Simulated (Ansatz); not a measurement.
# TiSnGe in the AlB2 type: lattice stability ahead of a resistivity run

The plan: relax TiSnGe in the AlB2 type, check its phonons, and, if the lattice is stable, compute its Eliashberg function and ρ(T).

Method: DFT PBEsol, scalar-relativistic, plane waves, PAW; PAW set soft_1, in Ansatz 0.2.0.

Report form: the programs' logs are mostly left out.

The structure was built from a prototype and need not be the compound's stable phase.

## (1) The structure

The structure is hexagonal, space group P-6m2 (No. 187). Conventional cell: a = 4.198 Å, b = 4.198 Å, c = 4.407 Å, α = 90.00°, β = 90.00°, γ = 120.00°. Nearest to Ti lie 6 Ge at 3.28 Å and 6 Sn at 3.28 Å. Ge has 3 Sn at 2.42 Å and 6 Ti at 3.28 Å nearest. Sn has 3 Ge at 2.42 Å and 6 Ti at 3.28 Å nearest. Farther neighbours are not listed.

As a file:

```cif
data_structure
_symmetry_space_group_name_H-M 'P 1'
_symmetry_Int_Tables_number 1
_cell_length_a 4.1976
_cell_length_b 4.1976
_cell_length_c 4.4074
_cell_angle_alpha 90.000
_cell_angle_beta 90.000
_cell_angle_gamma 120.000
_cell_volume 67.25
loop_
_atom_site_label
_atom_site_type_symbol
_atom_site_fract_x
_atom_site_fract_y
_atom_site_fract_z
_atom_site_occupancy
Ti1 Ti 0.00000 0.00000 0.00000 1
Ge2 Ge 0.33333 0.66667 0.50000 1
Sn3 Sn 0.66667 0.33333 0.50000 1
```

## (2) Relaxing cell and atoms

Lattice constant and positions set the bands and the force constants, so the cell is relaxed first.

File input.yaml:

```yaml
crystal:
  lattice:
    - [4.19756, 0.0, 0.0]
    - [-2.09878, 3.6352, 0.0]
    - [0.0, 0.0, 4.40744]
  atoms:
    - { symbol: Ti, position: [0.0, 0.0, 0.0] }
    - { symbol: Ge, position: [0.33333333, 0.66666667, 0.5] }
    - { symbol: Sn, position: [0.66666667, 0.33333333, 0.5] }
kpoints:
  mp_grid: { grid: [9, 9, 8] }
hamiltonian:
  xc: pbesol
  pseudopotentials: { kind: paw, azcp: { folder: soft_1 }, xc_functional: pbe }
scf:
  occupations: { method: gaussian, width: 0.1 }
output:
  forces: true
  stress: true
  eigenvalues: true
relax:
  adjacent_minimum: "off"
  f_tol: 0.005
  max_steps: 80
  cell: { stress_tol: 0.05 }
```

On the command line:

```
$ ansatz run input.yaml --threads 4 --pin off --max-ram 12288MiB --backend cpu --events-out ev --progress --plain --runs-dir out
```

Wall time 42 s (4 threads of Arm Neoverse V2, shared host); peak memory 0.51 GiB.

Relaxation path:

```csv
step,energy less that of the first step (eV),largest force component (eV/Å),pressure (GPa),volume (Å³)
1,0.0000,0.0000,2.77,67.25
2,-0.5280,0.0000,-0.37,67.30
3,-0.8894,0.0000,-0.97,65.63
4,-1.1992,0.0000,-0.92,63.56
5,-1.4433,0.0000,-0.25,61.34
6,-1.6522,0.0000,0.79,59.26
7,-1.9982,0.0000,1.19,57.35
8,-2.3340,0.0000,2.38,55.17
9,-2.3982,0.0000,4.69,53.66
10,-2.4019,0.0000,-4.77,59.32
11,-2.4527,0.0000,0.05,56.05
12,-2.4529,0.0000,0.01,56.07
13*,-2.4624,0.0000,0.31,56.07
14,-2.4627,0.0000,0.01,56.26
15*,-2.4628,0.0000,0.01,56.26
```

Relaxation steps marked * repeat the geometry before them on a plane-wave basis chosen anew for their cell, so energy and pressure can jump there.

The run keeps the 12 symmetry operations that it works with, so distortions that break them were not tested.

```csv
cell as run,before,after,change
a (Å),4.198,4.821,+14.9 %
b (Å),4.198,4.821,+14.9 %
c (Å),4.407,2.795,-36.6 %
volume (Å³/atom),22.42,18.75,-16.3 %
```

The relaxed structure:

```
Ti Ge Sn
1.0
     4.82096    0.00000    0.00000
    -2.41048    4.17508    0.00000
     0.00000    0.00000    2.79534
Ti Ge Sn
1 1 1
Direct
  0.00000 0.00000 0.00000
  0.33333 0.66667 0.50000
  0.66667 0.33333 0.50000
```

Numbers from this step:

```yaml
pressure: 0.006065 GPa
volume_per_atom: 18.75 Å³/atom
metallic_on_mesh: yes
gap_on_the_k_mesh: 0 eV
```

The largest force is now zero by symmetry and the largest stress component 0.022 GPa.

## (3) Relaxing cell and atoms

The cell moved far, so the relaxation is started again from the new cell to confirm it.

input.yaml, the sections that differ from step 2:

```yaml
crystal:
  lattice:
    - [4.8209641635, 0.0, 0.0]
    - [-2.4104820817, 4.1750774363, 0.0]
    - [0.0, 0.0, 2.7953388464]
  atoms:
    - { symbol: Ti, position: [0.0, 0.0, 0.0] }
    - { symbol: Ge, position: [0.3333333333, 0.6666666667, 0.5] }
    - { symbol: Sn, position: [0.6666666667, 0.3333333333, 0.5] }
kpoints:
  mp_grid: { grid: [9, 9, 10] }
# hamiltonian, scf, output, relax: as in step 2
```

Elapsed: 10 s, on 4 threads; peak memory 0.48 GiB; 39 s of CPU time.

The steps of the relaxation:

```csv
step,energy less that of the first step (eV),largest force component (eV/Å),pressure (GPa),volume (Å³)
1,0.0000,0.0000,0.41,56.26
2,-0.0013,0.0000,-0.42,56.84
3,-0.0023,0.0000,0.02,56.54
4,-0.0024,0.0000,0.02,56.54
```

The log counts 1 steps on a newly chosen plane-wave basis, not all of them marked here; energy and pressure can jump at such steps.

```csv
"conventional cell, symmetrised",before,after,change
a (Å),4.821,4.845,+0.5 %
b (Å),4.821,4.845,+0.5 %
c (Å),2.795,2.782,-0.5 %
volume (Å³/atom),18.75,18.85,+0.5 %
```

The relaxed structure:

```xyz
3
Lattice="4.8446 0.0000 0.0000 -2.4223 4.1956 0.0000 0.0000 0.0000 2.7818" Properties=species:S:1:pos:R:3 pbc="T T T"
Ti    0.0000    0.0000    0.0000
Ge    0.0000    2.7970    1.3909
Sn    2.4223    1.3985    1.3909
```

This step gave:

- pressure: 0.01729 GPa
- volume per atom: 18.85 Å³/atom

The largest force is now zero by symmetry and the largest stress component 0.032 GPa.

## (4) Tight relaxation

No force is left; the cell is relaxed once more with another smearing and tight thresholds.

input.yaml, the sections that differ from step 3:

```yaml
crystal:
  lattice:
    - [4.8446170121, 0.0, 0.0]
    - [-2.422308506, 4.1955614041, 0.0]
    - [0.0, 0.0, 2.7817956802]
  atoms:
    - { symbol: Ti, position: [0.0, 0.0, 0.0] }
    - { symbol: Ge, position: [0.3333333333, 0.6666666667, 0.5] }
    - { symbol: Sn, position: [0.6666666667, 0.3333333333, 0.5] }
kpoints:
  mp_grid: { grid: [6, 6, 9] }
scf:
  occupations: { method: methfessel_paxton, width: 0.2 }
relax:
  adjacent_minimum: "off"
  f_tol: 0.001
  max_steps: 60
  cell: { stress_tol: 0.01 }
# hamiltonian, output: as in step 3
```

Wall time 5 s (4 threads); peak memory 0.44 GiB; 18 s of CPU time.

Step by step:

```csv
step,energy less that of the first step (eV),largest force component (eV/Å),pressure (GPa),volume (Å³)
1,0.0000,0.0000,-0.46,56.54
2,-0.0003,0.0000,0.47,55.95
3,-0.0007,0.0000,0.00,56.24
4,-0.0006,0.0000,0.00,56.24
```

The log counts 1 steps on a newly chosen plane-wave basis, not all of them marked here; energy and pressure can jump at such steps.

```csv
"conventional cell, symmetrised",before,after,change
a (Å),4.845,4.831,-0.3 %
b (Å),4.845,4.831,-0.3 %
c (Å),2.782,2.783,+0.0 %
volume (Å³/atom),18.85,18.75,-0.5 %
```

The relaxed structure:

```cif
data_structure
_symmetry_space_group_name_H-M 'P 1'
_symmetry_Int_Tables_number 1
_cell_length_a 4.8308
_cell_length_b 4.8308
_cell_length_c 2.7829
_cell_angle_alpha 90.000
_cell_angle_beta 90.000
_cell_angle_gamma 120.000
_cell_volume 56.24
loop_
_atom_site_label
_atom_site_type_symbol
_atom_site_fract_x
_atom_site_fract_y
_atom_site_fract_z
_atom_site_occupancy
Ti1 Ti 0.00000 0.00000 0.00000 1
Ge2 Ge 0.33333 0.66667 0.50000 1
Sn3 Sn 0.66667 0.33333 0.50000 1
```

This step gave:

* pressure: -0.002887 GPa
* volume per atom: 18.75 Å³/atom

The largest force is now zero by symmetry and the largest stress component 0.0073 GPa, small enough for phonons.

## (5) Phonons by linear response: q 2×2×2, k 4×4×6

Before any scattering is computed, the phonons show whether the structure is a minimum.

File input.yaml:

```yaml
crystal:
  lattice:
    - [4.8307647266, 0.0, 0.0]
    - [-2.4153823633, 4.183564973, 0.0]
    - [0.0, 0.0, 2.7828973819]
  atoms:
    - { symbol: Ti, position: [0.0, 0.0, 0.0] }
    - { symbol: Ge, position: [0.3333333333, 0.6666666667, 0.5] }
    - { symbol: Sn, position: [0.6666666667, 0.3333333333, 0.5] }
kpoints:
  mp_grid: { grid: [4, 4, 6] }
hamiltonian:
  xc: pbesol
  pseudopotentials: { kind: paw, azcp: { folder: soft_1 }, xc_functional: pbe }
scf:
  occupations: { method: methfessel_paxton, width: 0.2 }
output:
  eigenvalues: true
phonons:
  method: dfpt
  qmesh: [2, 2, 2]
  temperatures: { t_max: 1000, t_step: 50 }
  qpath:
    path:
      - [[0.0, 0.0, 0.0], [0.5, 0.0, 0.0], [0.33333333, 0.33333333, 0.0], [0.0, 0.0, 0.0], [0.0, 0.0, 0.5], [0.5, 0.0, 0.5], [0.33333333, 0.33333333, 0.5], [0.0, 0.0, 0.5]]
      - [[0.5, 0.0, 0.5], [0.5, 0.0, 0.0]]
      - [[0.33333333, 0.33333333, 0.5], [0.33333333, 0.33333333, 0.0]]
    npoints: 10
```

Run time: 31 s. Hardware: 4 threads; peak memory 0.55 GiB; 2 min of CPU time.

This step gave:

```yaml
share_of_imaginary_modes_in_the_plain_interpolation_between_solved_wavevectors: 0.0135
highest_frequency_solved_or_plainly_interpolated: 226.2 cm⁻¹
```

Solved on the 2×2×2 mesh alone; all other wavevectors are interpolated. The phonon branches at the labelled points (cm⁻¹):

```csv
point,branch 1,branch 2,branch 3,branch 4,branch 5,branch 6,branch 7,branch 8,branch 9
Γ,0,0,0,31,84,115,115,188,188
halfway,15,23,42,70,83,121,134,179,189
M,12,32,53,80,103,127,148,167,193
halfway,23,42,54,76,101,135,145,167,192
K,31,50,58,68,98,142,146,165,191
halfway,13,29,44,80,82,121,138,177,190
Γ,0,0,0,31,84,115,115,188,188
halfway,55,55,85,147,147,147,164,181,181
A,69,69,116,173,173,178,178,202,221
halfway,50,77,111,165,170,170,175,198,224
L,20,85,104,158,163,165,177,194,226
halfway,-26,96,104,151,157,170,180,194,226
H,-38,103,105,144,154,172,181,193,226
halfway,40,82,110,162,166,172,177,198,224
A,69,69,116,173,173,178,178,202,221
jump to L,20,85,104,158,163,165,177,194,226
halfway,18,80,96,134,146,154,162,176,186
M,12,32,53,80,103,127,148,167,193
jump to H,-38,103,105,144,154,172,181,193,226
halfway,-17,79,108,134,145,145,165,177,186
K,31,50,58,68,98,142,146,165,191
```

Lowest modes at the softest wavevector of the mesh. Modes at q = (0.500, 0.000, 0.000), with each element's share of the kinetic energy:

```csv
mode,frequency (cm⁻¹),Ti %,Ge %,Sn %
1,11.7,5,37,58
2,32.4,30,35,36
3,53.2,5,62,34
4,80.4,66,4,31
5,102.8,27,20,54
6,127.1,70,20,10
```

Displacements in mode 1 (11.7 cm⁻¹), the largest set to 1, in the home cell:
```
Ti1 -0.27  0.47  0.00
Ge2  0.58 -1.00  0.00
Sn3  0.56 -0.98  0.00
```

Displacements in mode 5 (102.8 cm⁻¹), the largest set to 1, in the home cell:
```
Ti1 -1.00 -0.58  0.00
Ge2  0.70  0.41  0.00
Sn3 -0.90 -0.52  0.00
```

The modes has structure finer than the step of the table below, so its rows give means over 10 cm⁻¹, whole bins alone (the curve runs from -46.8 to 242 cm⁻¹). Peaks (cm⁻¹: height): Ge 16.9: 0.0166, 51.4: 0.0182, 69.6: 0.0194, 102.4: 0.0286, 146.0: 0.03, 178.8: 0.0411; Sn 16.9: 0.0263, 96.9: 0.0285, 115.1: 0.0102, 131.5: 0.0081, 187.9: 0.0365, 200.6: 0.0110, 222.4: 0.0184; Ti 98.7: 0.0125, 167.9: 0.0585, 191.5: 0.022.

Phonopy on the run's constants, 13x13x21 mesh, Gaussian sigma 2.1 cm⁻¹. The modes by wavenumber; means over each step; values in 1/cm⁻¹/cell:

```csv
wavenumber (cm⁻¹),Ge,Sn,Ti
-40,2.2e-4,4.0e-4,4.1e-6
-30,0.00130,0.00229,2.4e-5
-20,0.00158,0.00274,3.5e-5
-10,0.00104,0.00175,3.3e-5
0,6.8e-4,0.00118,4.5e-5
10,0.00543,0.00884,8.7e-4
20,0.0123,0.0196,0.00192
30,0.00797,0.0121,0.00155
40,0.00930,0.00925,0.00223
50,0.0158,0.00894,0.00187
60,0.0142,0.00898,0.00201
70,0.0134,0.0120,0.00393
80,0.0156,0.0169,0.00775
90,0.0176,0.0254,0.0107
100,0.0242,0.0248,0.0104
110,0.0130,0.00727,0.00759
120,0.00242,0.00493,0.0134
130,0.00305,0.00529,0.0245
140,0.00960,0.00447,0.0329
150,0.0240,0.00702,0.0396
160,0.0178,0.0116,0.0427
170,0.0262,0.0208,0.0468
180,0.0371,0.0268,0.0156
190,0.0255,0.0245,0.0208
200,5.0e-4,0.00718,0.00893
210,5.3e-5,0.00756,0.00135
220,8.4e-5,0.0136,0.00189
230,2.1e-5,0.00374,5.6e-4
```

No LO-TO term; unit eigenvectors of the mass-weighted matrix. Modes at Γ, with each element's share of the kinetic energy:

```csv
mode,frequency (cm⁻¹),symmetry,Ti %,Ge %,Sn %
1,0.0,unnamed,20,30,50
2,0.0,unnamed,20,30,50
3,0.0,unnamed,20,30,50
4,31.1,A2'',12,69,18
5,84.4,A2'',67,0,32
6,115.4,E',78,17,6
7,115.4,E',78,17,6
8,187.9,E',2,53,45
9,187.9,E',2,53,45
```

Displacements in mode 4 (31.1 cm⁻¹), the largest set to 1:
```
Ti1  0.00  0.00 -0.52
Ge2  0.00  0.00  1.00
Sn3  0.00  0.00 -0.40
```

Displacements in mode 7 (115.4 cm⁻¹), the largest set to 1:
```
Ti1  0.00  1.00  0.00
Ge2  0.00 -0.38  0.00
Sn3  0.00 -0.17  0.00
```

Among the solved wavevectors the lowest mode, translations apart, is 11.7 cm⁻¹, so these are real on this k mesh.

## (6) Coupling and resistivity: q 2×2×2, k 4×4×6, scattering 8×8×12

A first run on coarse meshes.

Changes to input.yaml since step 5:

```diff
@@ -28 +28,6 @@
     npoints: 10
+  electrical_resistivity:
+    mesh: [8, 8, 12]
+    temperatures: [20.0, 50.0, 77.0, 100.0, 150.0, 200.0, 300.0, 400.0, 600.0, 800.0]
+  superconductivity: { mesh: [8, 8, 12], eliashberg_equations: false }
+  electron_occupations: "off"
```

Elapsed: 40 s, on 4 threads; peak memory 0.56 GiB.

The run ended with an error.

The program's message: “electrical resistivity: the mode of lowest frequency at the wavevector [0.2500, 0.3750, -0.5000] is imaginary, -35.14 cm⁻¹ (written negative): every mode at the wavevectors of the force constants' own …”

The run stops because a mode is imaginary on the scattering mesh, where no scattering rate is defined; denser k meshes, other smearings and, between solved wavevectors, finer q meshes show whether the instability is real.

## (7) Coupling and resistivity: q 3×3×3, k 6×6×9, scattering 8×8×12

The next rung changes the q mesh, which sets the reach of the force constants and couplings; the k mesh of the density and its response.

Changes to input.yaml since step 6:

```diff
@@ -10,3 +10,3 @@
 kpoints:
-  mp_grid: { grid: [4, 4, 6] }
+  mp_grid: { grid: [6, 6, 9] }
 hamiltonian:
@@ -20,3 +20,3 @@
   method: dfpt
-  qmesh: [2, 2, 2]
+  qmesh: [3, 3, 3]
   temperatures: { t_max: 1000, t_step: 50 }
@@ -31,3 +31,2 @@
     temperatures: [20.0, 50.0, 77.0, 100.0, 150.0, 200.0, 300.0, 400.0, 600.0, 800.0]
-  superconductivity: { mesh: [8, 8, 12], eliashberg_equations: false }
-  electron_occupations: "off"
+  superconductivity: { mesh: [8, 8, 12] }
```

The job ended after 3.4 min (4 threads; peak memory 1.1 GiB).

The run ended with an error.

The program's message: “electrical resistivity: the mode of lowest frequency at the wavevector [0.2500, 0.3750, 0.0000] is imaginary, -43.09 cm⁻¹ (written negative): the force constants describe an unstable lattice; relax th …”

The run stops because a mode is imaginary on the scattering mesh, where no scattering rate is defined; denser k meshes, other smearings and, between solved wavevectors, finer q meshes show whether the instability is real.

## (8) Outcome

| Quantity | Value |
| --- | --- |
| lowest mode solved in a later run, q 3×3×3, k 6×6×9, scattering 8×8×12 | 42.7i cm⁻¹ |
| phonon run of the rows without a label of their own | PBEsol, q 2×2×2, k 4×4×6 |
| softest mode on the q mesh | 11.7 cm⁻¹ at q = (0.5, 0, 0) |
| highest frequency, solved or plainly interpolated | 226 cm⁻¹ |

No coupling constant or resistivity was obtained: the scattering run stopped at an imaginary mode. The phonon runs are not spin-polarised. The PAW files were made for PBE; under other functionals the run regenerates their frozen core. The structure was built by hand as an ordered model, and its stability against other phases was not tested.

[Logs are printed without paths, hosts, clocks, repeated set-up lines and the standing remarks that a program may print on its own settings, such as how far it seeks lower states.]

[Hosts, paths, dates, database ids (printed as entryN), source tags and the programs' standing remarks are cut or masked in the printed files.]
